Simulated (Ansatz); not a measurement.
**Lattice dynamics of HfGe (model cell, started as zinc blende)**

How does HfGe (model cell, started as zinc blende) vibrate, and is this structure a minimum?

Method: DFT PBEsol, scalar-relativistic, plane waves, PAW, in Ansatz 0.2.0.

The structure was built from a prototype and need not be the compound's stable phase.

## Step 1: The structure

Symmetry: F-43m, No. 216, cubic system. Conventional cell: a = 5.883 Å, b = 5.883 Å, c = 5.883 Å, α = 90.00°, β = 90.00°, γ = 90.00°. Nearest to Hf lie 4 Ge at 2.55 Å. Nearest to Ge lie 4 Hf at 2.55 Å. Farther neighbours are not listed.

## Step 2: Relaxation, k-mesh 12×12×12, smearing width 0.1 eV

The cell and atoms are relaxed, since residual forces and stress would shift the frequencies.

input.yaml reads:

```yaml
crystal:
  lattice:
    - [0.0, 2.94148, 2.94148]
    - [2.94148, 0.0, 2.94148]
    - [2.94148, 2.94148, 0.0]
  atoms:
    - { symbol: Hf, position: [0.0, 0.0, 0.0] }
    - { symbol: Ge, position: [0.25, 0.25, 0.25] }
kpoints:
  mp_grid: { grid: [12, 12, 12] }
hamiltonian:
  xc: pbesol
scf:
  occupations: { method: gaussian, width: 0.1 }
output:
  forces: true
  stress: true
  eigenvalues: true
  write_density: true
  write_potential: true
  elf: true
  volumetric_format: npy
relax:
  adjacent_minimum: "off"
  f_tol: 0.005
  max_steps: 80
  cell: { stress_tol: 0.05 }
```

The run is started by

```console
$ ansatz run input.yaml --threads 4 --pin off --max-ram 7168MiB --backend cpu --events-out ev --progress --plain --runs-dir out
```

Numbers of over 12 decimals in the logs are rounded to 6 here.

The program printed:

```text
Engine: ansatz 0.2.0, x86_64-unknown-linux-gnu
Pseudopotentials: kind: paw
Pseudopotential: Hf, paw, valence charge 26, recommended cutoff 420 eV (normal), Hf.paw.azcp
Pseudopotential: Ge, paw, valence charge 14, recommended cutoff 420 eV (normal), Ge.paw.azcp
Functional definition: PBEsol
  exchange = pbesol_x
  correlation = pbesol_c
Crystal: 2 atoms, lattice volume = 50.901 Å³
Basis set: ecut = 420 eV, 965 PW (Γ), exchange–correlation on 60×60×60 points (8 copies of the dense FFT grid, shifted against one another)
Bands: 24, of which v1, the nominal top of the filled ones, is band 20 counted from 1 (19 counted from 0)
Symmetry: 24 space group operations
Space group: F-43m (ITA 216), of the structure as read, at distance tolerance 3.7e-5 Å
k-points: 72 of 1728 (time reversal used)
Non-local potential: Hf, projectors of the file, l = 0: 3, l = 1: 2, l = 2: 2, l = 3: 3
Non-local potential: Ge, projectors of the file, l = 0: 2, l = 1: 2, l = 2: 3, l = 3: 1
PAW form: soft (Blöchl's): semilocal exchange-correlation on the pseudo side does not see the compensation charge
PAW frozen core: Hf, regenerated for the run's functional, and the local potential with it (the file was generated under x = pbe(κ = 0.804, μ = 0.219515), c = pbe(β = 0.066725))
PAW frozen core: Ge, regenerated for the run's functional, and the local potential with it (the file was generated under x = pbe(κ = 0.804, μ = 0.219515), c = pbe(β = 0.066725))
PAW one-centre angular grid: Hf, 590 points (default); XC on 64 Gauss nodes
PAW one-centre angular grid: Ge, 590 points (default); XC on 64 Gauss nodes
Initial density: superposition of atomic densities (neutral atoms: chi_scale 0, normalization atom), corrected by the library's trained network
Initial wavefunctions: pseudopotential atomic-orbital guess
Functional: x = pbesol(κ = 0.804, μ = 0.123457), c = pbesol(β = 0.046)
SCF iter   1: F=—  HF=-19850.630929 eV  |F-HF|=—  |Δ(HF+E_count)|=         —  Δρ=4.33e-3  dr2=1.12e-2  ethr=1.77e-3  ⟨swp⟩=4.9  Hψ=6271  notcnv=0
preconditioner: auto → Kerker (q_TF=auto, 2.621 Å⁻¹)  [metal: Δε(μ)=0.008 eV  Ē_g=18.736 eV  σ=0.100 eV  W_gap=0.04  n_scr=14 (ndim 8)  ℏωp=32.1 eV  f_vac=0.028  D(μ)=0.24/eV (n_scr^D=0)]
SCF iter   2: F=—  HF=-19850.629738 eV  |F-HF|=—  |Δ(HF+E_count)|=   1.19e-3  Δρ=2.54e-3  dr2=5.20e-3  ethr=2.81e-5  ⟨swp⟩=2.0  Hψ=2506  notcnv=0
SCF iter   3: F=—  HF=-19850.629017 eV  |F-HF|=—  |Δ(HF+E_count)|=   7.21e-4  Δρ=8.46e-4  dr2=5.97e-4  ethr=1.30e-5  ⟨swp⟩=2.2  Hψ=2136  notcnv=0
SCF iter   4: F=—  HF=-19850.628793 eV  |F-HF|=—  |Δ(HF+E_count)|=   2.25e-4  Δρ=5.52e-4  dr2=2.29e-4  ethr=1.49e-6  ⟨swp⟩=2.0  Hψ=3036  notcnv=0
SCF iter   5: F=—  HF=-19850.628772 eV  |F-HF|=—  |Δ(HF+E_count)|=   2.05e-5  Δρ=2.49e-4  dr2=4.58e-5  ethr=5.73e-7  ⟨swp⟩=2.0  Hψ=3092  notcnv=0
SCF iter   6: F=—  HF=-19850.628753 eV  |F-HF|=—  |Δ(HF+E_count)|=   1.91e-5  Δρ=9.89e-5  dr2=6.90e-6  ethr=1.15e-7  ⟨swp⟩=2.0  Hψ=2768  notcnv=0
SCF iter   7: F=—  HF=-19850.628756 eV  |F-HF|=—  |Δ(HF+E_count)|=   2.55e-6  Δρ=3.92e-5  dr2=1.21e-6  ethr=1.72e-8  ⟨swp⟩=2.0  Hψ=3075  notcnv=0
SCF iter   8: F=—  HF=-19850.628756 eV  |F-HF|=—  |Δ(HF+E_count)|=   6.93e-8  Δρ=1.11e-5  dr2=1.19e-7  ethr=3.03e-9  ⟨swp⟩=2.0  Hψ=2515  notcnv=0
SCF iter   9: F=-19850.628756 eV  HF=-19850.628756 eV  |F-HF|=5.64e-9  |Δ(HF+E_count)|=   1.40e-8  Δρ=4.32e-6  dr2=1.95e-8  ethr=2.50e-10  ⟨swp⟩=7.7  Hψ=10944  notcnv=0
SCF 1 converged in 9 iterations: F = -19850.628756 eV  dr2 = 1.95e-8
  greatest PAW one-centre occupation: 0.998 electrons in one spin orbital (limit 2), on the Hf atom at site 0 (counted from 0), in its partial waves of l = 3
relax step   1: F+E_penalty+E_count = -19850.62875574 eV  Δ(F+E_penalty+E_count) = +0.000e0 eV  max|allowed force component| = 2.220e-16 eV/Å  Δτ_max = 0.0000 Å  P = +5.480 GPa  Ω = 50.901 Å³  (9 SCF iters, dr2 threshold 1.00e-7 eV, accepted)
Crystal: 2 atoms, lattice volume = 55.924 Å³
Basis set: ecut = 420 eV, 1067 PW (Γ), exchange–correlation on 60×60×60 points (8 copies of the dense FFT grid, shifted against one another)
Initial density: handed on by an earlier stage of this run
Initial wavefunctions: those handed on with the density
iter 1 solved again at ethr=4.53e-5 eV; its pass at ethr=3.10e-3 eV (dr2=1.81e-2 eV) is discarded
SCF iter   1: F=—  HF=-19850.685146 eV  |F-HF|=—  |Δ(HF+E_count)|=         —  Δρ=4.64e-3  dr2=1.78e-2  ethr=4.53e-5  ⟨swp⟩=2.0  Hψ=9735  notcnv=0
preconditioner: auto → none  [insulator: Δε(μ)=0.149 eV  Ē_g=18.644 eV  σ=0.100 eV  W_gap=0.71  n_scr=14 (ndim 8)  ℏωp=30.6 eV  f_vac=0.072  D(μ)=0.08/eV (n_scr^D=0)  ε∞_Penn≈3.7]
SCF iter   2: F=—  HF=-19850.681185 eV  |F-HF|=—  |Δ(HF+E_count)|=   3.96e-3  Δρ=2.17e-3  dr2=3.88e-3  ethr=4.44e-5  ⟨swp⟩=2.0  Hψ=3141  notcnv=0
SCF iter   3: F=—  HF=-19850.680130 eV  |F-HF|=—  |Δ(HF+E_count)|=   1.06e-3  Δρ=1.01e-3  dr2=3.89e-4  ethr=9.71e-6  ⟨swp⟩=2.5  Hψ=3004  notcnv=0
SCF iter   4: F=—  HF=-19850.680128 eV  |F-HF|=—  |Δ(HF+E_count)|=   1.74e-6  Δρ=2.74e-4  dr2=2.37e-5  ethr=9.73e-7  ⟨swp⟩=2.0  Hψ=2628  notcnv=0
SCF iter   5: F=—  HF=-19850.680128 eV  |F-HF|=—  |Δ(HF+E_count)|=   5.32e-7  Δρ=8.89e-5  dr2=2.09e-6  ethr=5.93e-8  ⟨swp⟩=2.0  Hψ=3032  notcnv=0
SCF iter   6: F=—  HF=-19850.680129 eV  |F-HF|=—  |Δ(HF+E_count)|=   1.08e-6  Δρ=2.41e-5  dr2=1.36e-7  ethr=5.00e-10  ⟨swp⟩=7.9  Hψ=13929  notcnv=0
SCF iter   7: F=-19850.680130 eV  HF=-19850.680130 eV  |F-HF|=3.77e-9  |Δ(HF+E_count)|=   9.50e-8  Δρ=3.87e-6  dr2=6.97e-9  ethr=3.41e-10  ⟨swp⟩=9.6  Hψ=13586  notcnv=0
SCF 2 converged in 7 iterations: F = -19850.680130 eV  dr2 = 6.97e-9
relax step   2: F+E_penalty+E_count = -19850.68012955 eV  Δ(F+E_penalty+E_count) = -5.137e-2 eV  max|allowed force component| = 1.989e-16 eV/Å  Δτ_max = 0.0000 Å  P = -1.635 GPa  Ω = 55.924 Å³  energy of the carried Pulay correction = -8.930e-4 eV  (7 SCF iters, dr2 threshold 2.00e-7 eV, accepted)
Crystal: 2 atoms, lattice volume = 54.684 Å³
iter 1 solved again at ethr=1.78e-6 eV; its pass at ethr=3.10e-3 eV (dr2=7.10e-4 eV) is discarded
SCF iter   1: F=—  HF=-19850.687583 eV  |F-HF|=—  |Δ(HF+E_count)|=         —  Δρ=1.04e-3  dr2=7.87e-4  ethr=1.78e-6  ⟨swp⟩=2.4  Hψ=9484  notcnv=0
preconditioner: auto → Kerker (q_TF=auto, 2.590 Å⁻¹)  [metal: Δε(μ)=0.076 eV  Ē_g=18.613 eV  σ=0.100 eV  W_gap=0.41  n_scr=14 (ndim 8)  ℏωp=31.0 eV  f_vac=0.051  D(μ)=0.17/eV (n_scr^D=0)]
SCF iter   2: F=—  HF=-19850.687428 eV  |F-HF|=—  |Δ(HF+E_count)|=   1.55e-4  Δρ=5.67e-4  dr2=2.39e-4  ethr=1.78e-6  ⟨swp⟩=2.2  Hψ=2115  notcnv=0
SCF iter   3: F=—  HF=-19850.687377 eV  |F-HF|=—  |Δ(HF+E_count)|=   5.07e-5  Δρ=1.92e-4  dr2=3.26e-5  ethr=5.97e-7  ⟨swp⟩=2.0  Hψ=2545  notcnv=0
SCF iter   4: F=—  HF=-19850.687361 eV  |F-HF|=—  |Δ(HF+E_count)|=   1.68e-5  Δρ=1.06e-4  dr2=1.23e-5  ethr=8.14e-8  ⟨swp⟩=2.0  Hψ=3108  notcnv=0
SCF iter   5: F=—  HF=-19850.687361 eV  |F-HF|=—  |Δ(HF+E_count)|=   1.52e-7  Δρ=5.89e-5  dr2=3.50e-6  ethr=3.08e-8  ⟨swp⟩=2.0  Hψ=2722  notcnv=0
SCF iter   6: F=—  HF=-19850.687360 eV  |F-HF|=—  |Δ(HF+E_count)|=   9.25e-7  Δρ=2.17e-5  dr2=3.09e-7  ethr=8.75e-9  ⟨swp⟩=2.0  Hψ=3169  notcnv=0
SCF iter   7: F=-19850.687360 eV  HF=-19850.687360 eV  |F-HF|=9.05e-9  |Δ(HF+E_count)|=   1.42e-7  Δρ=9.09e-6  dr2=4.19e-8  ethr=5.00e-10  ⟨swp⟩=8.8  Hψ=13013  notcnv=0
SCF 3 converged in 7 iterations: F = -19850.687360 eV  dr2 = 4.19e-8
  Residual-converged pass: ⟨swp⟩=1.0  Hψ=2017  notcnv=0  max |occ|·‖R‖ = 7.0e-9 eV (tolerance 1.0e-8 eV)  dr2=4.19e-8  dr2_onsite=7.40e-9  max |Δocc| = 1.9e-10
relax step   3: F+E_penalty+E_count = -19850.68736001 eV  Δ(F+E_penalty+E_count) = -7.230e-3 eV  max|allowed force component| = 1.006e-16 eV/Å  Δτ_max = 0.0000 Å  P = -0.152 GPa  Ω = 54.684 Å³  energy of the carried Pulay correction = -6.804e-4 eV  (7 SCF iters, dr2 threshold 2.00e-7 eV, accepted)
[...]
relax step   4: F+E_penalty+E_count = -19850.68743895 eV  Δ(F+E_penalty+E_count) = -7.894e-5 eV  max|allowed force component| = 2.417e-16 eV/Å  Δτ_max = 0.0000 Å  P = +0.005 GPa  Ω = 54.560 Å³  energy of the carried Pulay correction = -6.588e-4 eV  (5 SCF iters, dr2 threshold 5.81e-8 eV, accepted)
Initial wavefunctions: pseudopotential atomic-orbital guess (no wavefunctions were taken with the density)
iter 1 solved again at ethr=9.47e-8 eV; its pass at ethr=3.10e-3 eV (dr2=3.79e-5 eV) is discarded
SCF iter   1: F=—  HF=-19850.684035 eV  |F-HF|=—  |Δ(HF+E_count)|=         —  Δρ=1.35e-3  dr2=3.39e-5  ethr=9.47e-8  ⟨swp⟩=3.0  Hψ=10415  notcnv=0
preconditioner: auto → Kerker (q_TF=auto, 2.591 Å⁻¹)  [metal: Δε(μ)=0.082 eV  Ē_g=18.628 eV  σ=0.100 eV  W_gap=0.44  n_scr=14 (ndim 8)  ℏωp=31.0 eV  f_vac=0.052  D(μ)=0.16/eV (n_scr^D=0)]
SCF iter   2: F=—  HF=-19850.687331 eV  |F-HF|=—  |Δ(HF+E_count)|=   3.30e-3  Δρ=6.85e-4  dr2=5.82e-6  ethr=8.47e-8  ⟨swp⟩=3.0  Hψ=2564  notcnv=0
SCF iter   3: F=—  HF=-19850.688068 eV  |F-HF|=—  |Δ(HF+E_count)|=   7.37e-4  Δρ=1.64e-4  dr2=6.17e-7  ethr=1.45e-8  ⟨swp⟩=2.0  Hψ=2528  notcnv=0
SCF iter   4: F=—  HF=-19850.688106 eV  |F-HF|=—  |Δ(HF+E_count)|=   3.82e-5  Δρ=4.21e-5  dr2=1.60e-7  ethr=1.54e-9  ⟨swp⟩=2.2  Hψ=2766  notcnv=0
SCF iter   5: F=—  HF=-19850.688108 eV  |F-HF|=—  |Δ(HF+E_count)|=   1.84e-6  Δρ=1.87e-5  dr2=8.63e-8  ethr=4.00e-10  ⟨swp⟩=2.0  Hψ=2241  notcnv=0
SCF iter   6: F=—  HF=-19850.688109 eV  |F-HF|=—  |Δ(HF+E_count)|=   3.58e-7  Δρ=6.37e-6  dr2=3.48e-8  ethr=2.16e-10  ⟨swp⟩=2.1  Hψ=2784  notcnv=0
SCF iter   7: F=—  HF=-19850.688109 eV  |F-HF|=—  |Δ(HF+E_count)|=   1.75e-8  Δρ=1.00e-6  dr2=6.21e-10  ethr=8.69e-11  ⟨swp⟩=2.0  Hψ=2012  notcnv=0
SCF iter   8: F=—  HF=-19850.688109 eV  |F-HF|=—  |Δ(HF+E_count)|=  5.82e-10  Δρ=3.12e-7  dr2=8.43e-11  ethr=1.55e-12  ⟨swp⟩=2.0  Hψ=2710  notcnv=0
SCF iter   9: F=-19850.688109 eV  HF=-19850.688109 eV  |F-HF|=1.82e-11  |Δ(HF+E_count)|=  1.46e-11  Δρ=1.05e-7  dr2=1.12e-11  ethr=1.00e-12  ⟨swp⟩=6.0  Hψ=8292  notcnv=0
SCF 5 converged in 9 iterations: F = -19850.688109 eV  dr2 = 1.12e-11
relax step   5: F+E_penalty+E_count = -19850.68810867 eV  Δ(F+E_penalty+E_count) = -6.697e-4 eV  max|allowed force component| = 2.209e-16 eV/Å  Δτ_max = 0.0000 Å  P = +0.009 GPa  Ω = 54.560 Å³  stress off target by 8.69e-3 GPa  SCF on the basis re-selected at this cell (its energy is not comparable with the rows above)  (9 SCF iters)
basis re-selected at this cell: Δ(F+E_penalty+E_count) = -6.697e-4 eV, ΔP = +0.004 GPa vs the last step (what re-selecting the basis moved, of the pressure what is left beyond the Pulay correction that the steps carried, after the strain that the cell walked since its last selection, with what the two solves' SCF thresholds leave and, on support functions, any second-order correction that the steps lacked; it is no m [...]
SCF converged after 9 iterations
Free energy (F): -19850.688109 eV
Harris-Foulkes:  -19850.688109 eV  (|F-HF|=1.82e-11)
Internal energy: -19850.687302 eV  (E = F + TS)
E sigma→0 (E₀):  -19850.687705 eV
Entropy (-TS):   -0.000807 eV (-0.404 meV/atom)
Fermi energy:    10.331726 eV
--- Per-component energies (eV) ---
  E_band       = -324.164861
  E_kinetic    = 533.718825
  E_local      = -9045.509945  (includes V_loc(G=0)·N_el)
  E_nonlocal   = -818.987939
  E_hartree    = 4113.150585
  E_xc         = -371.363155
  E_vxc        = -328.895125  (∫ρ·V_xc dr)
  E_paw        = -8784.694720  (= ΣΔE_a)
  E_vpaw       = 1109.208173  (= ΣTr[D̂ρ^β])
  E_aug_tail   = 0.000289  (compensation charges beyond the density's cutoff)
  E_ewald      = -5479.170270
  E_core_change = 2.169028  (= ΣΔE_core)
  E_smearing   = -0.000807  (= −TS)
  E_closure    = 0.000000  (closes the sum)
  Σ components = -19850.688109   (vs F -19850.688109, Δ=0.00e0)
--- Forces (eV/Å), atoms counted from 1 ---
  atom   1  Hf    -0.00000000    -0.00000000    -0.00000000
  atom   2  Ge     0.00000000     0.00000000     0.00000000
  max |Σ_I F_I| component: 2.98e-16 eV/Å
--- Stress (GPa, compression-positive) ---
        0.008687      -0.000000      -0.000000
       -0.000000       0.008687      -0.000000
       -0.000000      -0.000000       0.008687
  P = ⅓ Tr σ = 0.0087 GPa (0.087 kbar)
--- Band table (eV; the first three rows and the last of 72) ---
  k-point 0: bands = [... 16 lower, 1.3172, 8.9640, 8.9640, 8.9640, 12.0675, 12.0675, 13.7136, 17.7177]
  k-point 1: bands = [... 16 lower, 1.3896, 8.8013, 9.0008, 9.0008, 12.0280, 12.0280, 13.9940, 17.1525]
  k-point 2: bands = [... 16 lower, 1.5960, 8.4240, 9.0955, 9.0955, 11.9577, 11.9577, 14.6527, 15.9284]
  k-point 71: bands = [... 16 lower, 3.1270, 8.0999, 8.1937, 10.0286, 10.5917, 12.2421, 12.6602, 13.6458]
--- Relaxed structure (4 steps of the walk, 4 accepted, 1 SCFs on fresh bases) ---
  F+E_penalty+E_count = -19850.68810867 eV   max|allowed force component| = 2.209e-16 eV/Å   (the final SCF, on the basis selected at the relaxed cell)
  cell:  # Å, volume = 54.5597 Å³
    - [0, 3.010329, 3.010329]
    - [3.010329, 0, 3.010329]
    - [3.010329, 3.010329, 0]
  atoms:
    - { symbol: Hf, position: [0, 0, 0] }
    - { symbol: Ge, position: [0.25, 0.25, 0.25] }
```

The job ended after 37 s (4 threads of Intel Xeon 6975P-C (Granite Rapids), shared host; peak memory 0.54 GiB).

Step by step:

```csv
step,energy less that of the first step (eV),largest force component (eV/Å),pressure (GPa),volume (Å³)
1,0.0000,0.0000,5.48,50.90
2,-0.0514,0.0000,-1.64,55.92
3,-0.0586,0.0000,-0.15,54.68
4,-0.0587,0.0000,0.01,54.56
5*,-0.0594,0.0000,0.01,54.56
```

Relaxation steps marked * repeat the geometry before them on a plane-wave basis chosen anew for their cell, so energy and pressure can jump there.

Forces are held to the 24 operations that the run works with; a distortion that breaks them can't arise in this run.

```csv
"conventional cell, symmetrised",before,after,change
a (Å),5.883,6.021,+2.3 %
b (Å),5.883,6.021,+2.3 %
c (Å),5.883,6.021,+2.3 %
volume (Å³/atom),25.45,27.28,+7.2 %
```

The relaxed structure:

```cif
data_structure
_symmetry_space_group_name_H-M 'P 1'
_symmetry_Int_Tables_number 1
_cell_length_a 4.2572
_cell_length_b 4.2572
_cell_length_c 4.2572
_cell_angle_alpha 60.000
_cell_angle_beta 60.000
_cell_angle_gamma 60.000
_cell_volume 54.56
loop_
_atom_site_label
_atom_site_type_symbol
_atom_site_fract_x
_atom_site_fract_y
_atom_site_fract_z
_atom_site_occupancy
Hf1 Hf 0.00000 0.00000 0.00000 1
Ge2 Ge 0.25000 0.25000 0.25000 1
```

This step gave:

- pressure: 0.008687 GPa
- volume per atom: 27.28 Å³
- gap on the k-mesh: 0.07712 eV
- direct gap on mesh: 0.07712 eV

Valence density in the ac plane of a cell with a along [110], b along [-110] and c along [001] of the cube at fractional y = 0.000, with atoms of Hf and Ge within 0.2 Å of it. It is the smooth field of the valence electrons, not physical close to the nuclei.

Values in e/Å³, 9 rows by 16 columns, each cell a mean:
```
14  3  0  0  0  0  1 10 14  3  0  0  0  0  1 10
 1  0  1  6 10  1  0  1  1  0  1  6 10  1  0  1
 0  0  1 11 19  1  0  0  0  0  1 11 19  1  0  0
 0  0  0  1  1  0  0  0  0  0  0  1  1  0  0  0
 0  0  0  0  0  0  0  0  0  0  0  0  0  0  0  0
 0  0  0  0  0  0  0  0  0  0  0  0  0  0  0  0
 0  0  0  0  0  0  0  0  0  0  0  0  0  0  0  0
 2  0  0  0  0  0  0  1  2  0  0  0  0  0  0  1
20  4  0  0  0  0  2 15 20  4  0  0  0  0  2 15
```
Columns run along a (8.5 Å), rows up along c (6.0 Å), edges of the conventional cell, whose origin can differ from the input's. Atoms in or near the plane, at fractional coordinates: Hf at (0.50, 0.00), Hf at (0.00, 0.00), Ge at (0.75, 0.75), Ge at (0.25, 0.75).

Electrostatic potential energy in the ac plane of a cell with a along [110], b along [-110] and c along [001] of the cube at fractional y = 0.000, with atoms of Hf and Ge within 0.2 Å of it. With pseudopotentials it is smooth inside the atoms' cores, unlike the true potential.

Ten even steps from '0' (-31 eV) to '9' (15 eV), each cell a mean:
```
003788888510003788888510
025775567741025775567741
567742136776567742136776
888620014888888620014888
999730015899999730015899
999853347999999853347999
999987789999999987789999
999999999999999999999999
999999999999999999999999
999999999999999999999999
999999999999999999999999
999999999999999999999999
788999999887788999999887
357899998763357899998763
014799998620014799998620
102789998500102789998500
```
Columns run along a (8.5 Å; values clipped at the 3rd and 97th percentile), rows up along c (6.0 Å), edges of the conventional cell, whose origin can differ from the input's. Atoms in or near the plane, at fractional coordinates: Hf at (0.50, 0.00), Hf at (0.00, 0.00), Ge at (0.75, 0.75), Ge at (0.25, 0.75).

ELF in the ac plane of a cell with a along [110], b along [-110] and c along [001] of the cube at fractional y = 0.000, with atoms of Hf and Ge within 0.2 Å of it. It is the smooth field of the valence electrons, not physical close to the nuclei.

Values, 9 rows by 16 columns, each cell a mean:
```
0.77 0.48 0.42 0.59 0.58 0.51 0.38 0.72 0.77 0.48 0.42 0.59 0.58 0.51 0.38 0.72
0.21 0.38 0.53 0.23 0.17 0.45 0.48 0.22 0.21 0.38 0.53 0.23 0.17 0.45 0.48 0.22
0.17 0.53 0.46 0.14 0.08 0.36 0.57 0.27 0.17 0.53 0.46 0.14 0.08 0.36 0.57 0.27
0.10 0.35 0.54 0.50 0.48 0.54 0.45 0.15 0.10 0.35 0.54 0.50 0.48 0.54 0.45 0.15
0.04 0.12 0.34 0.54 0.57 0.41 0.17 0.05 0.04 0.12 0.34 0.54 0.57 0.41 0.17 0.05
0.09 0.10 0.12 0.16 0.17 0.13 0.10 0.09 0.09 0.10 0.12 0.16 0.17 0.13 0.10 0.09
0.10 0.11 0.10 0.08 0.07 0.10 0.11 0.11 0.10 0.11 0.10 0.08 0.07 0.10 0.11 0.11
0.35 0.19 0.07 0.10 0.12 0.08 0.13 0.32 0.35 0.19 0.07 0.10 0.12 0.08 0.13 0.32
0.82 0.60 0.17 0.39 0.46 0.20 0.42 0.81 0.82 0.60 0.17 0.39 0.46 0.20 0.42 0.81
```
Columns run along a (8.5 Å), rows up along c (6.0 Å), edges of the conventional cell, whose origin can differ from the input's. Atoms in or near the plane, at fractional coordinates: Hf at (0.50, 0.00), Hf at (0.00, 0.00), Ge at (0.75, 0.75), Ge at (0.25, 0.75).

In this step the volume went from 25.45 to 27.28 Å³/atom.

## Step 3: Relaxation, k-mesh 10×10×10, smearing width 0.01 eV

The relaxation is repeated from its end, on the mesh and smearing that suit the cell and gap now reached.

input.yaml, the sections that differ from step 2:

```yaml
crystal:
  lattice:
    - [0.0, 3.0103292856, 3.0103292856]
    - [3.0103292856, 0.0, 3.0103292856]
    - [3.0103292856, 3.0103292856, 0.0]
  atoms:
    - { symbol: Hf, position: [0.0, 0.0, 0.0] }
    - { symbol: Ge, position: [0.25, 0.25, 0.25] }
kpoints:
  mp_grid: { grid: [10, 10, 10] }
scf:
  occupations: { method: gaussian, width: 0.01 }
output:
  forces: true
  stress: true
  eigenvalues: true
# hamiltonian, relax: as in step 2
```

The program printed:

```text
[...]
Crystal: 2 atoms, lattice volume = 54.560 Å³
Basis set: ecut = 420 eV, 1067 PW (Γ), exchange–correlation on 60×60×60 points (8 copies of the dense FFT grid, shifted against one another)
Bands: 24, of which v1, the nominal top of the filled ones, is band 20 counted from 1 (19 counted from 0)
Symmetry: 24 space group operations
[...]
k-points: 47 of 1000 (time reversal used)
[...]
k-point 46: bands = [... 16 lower, 3.1298, 7.7376, 8.6251, 10.0448, 10.5804, 12.2315, 12.6673, 13.6143]
--- Relaxed structure (1 steps of the walk, 1 accepted, 1 SCFs on fresh bases) ---
[...]
cell:  # Å, volume = 54.5597 Å³
    - [0.0, 3.0103292856, 3.0103292856]
    - [3.0103292856, 0.0, 3.0103292856]
    - [3.0103292856, 3.0103292856, 0.0]
  atoms:
    - { symbol: Hf, position: [0.0, 0.0, 0.0] }
    - { symbol: Ge, position: [0.25, 0.25, 0.25] }
[key lines of the parts left out:]
SCF converged after 5 iterations
Free energy (F): -19850.687867 eV
Fermi energy:    10.331829 eV
P = ⅓ Tr σ = 0.0245 GPa (0.245 kbar)
```

It took 7.2 s on 4 threads; peak memory 0.47 GiB; 14 s of CPU time.

Little changed from the start: no atom moved by 0.005 Å and no cell edge by 0.1 %.

Numbers from this step:

```
pressure           : 0.02446 GPa
gap on the k-mesh  : 0.07564 eV
direct gap on mesh : 0.07564 eV
```

In this step the volume went from 27.28 to 27.28 Å³/atom.

[end of part 1 of 2]

[Logs are printed without paths, hosts, clocks, repeated set-up lines and the standing remarks that a program may print on its own settings, such as how far it seeks lower states.]

[Hosts, paths, dates, database ids (printed as entryN), source tags and the programs' standing remarks are cut or masked in the printed files.]
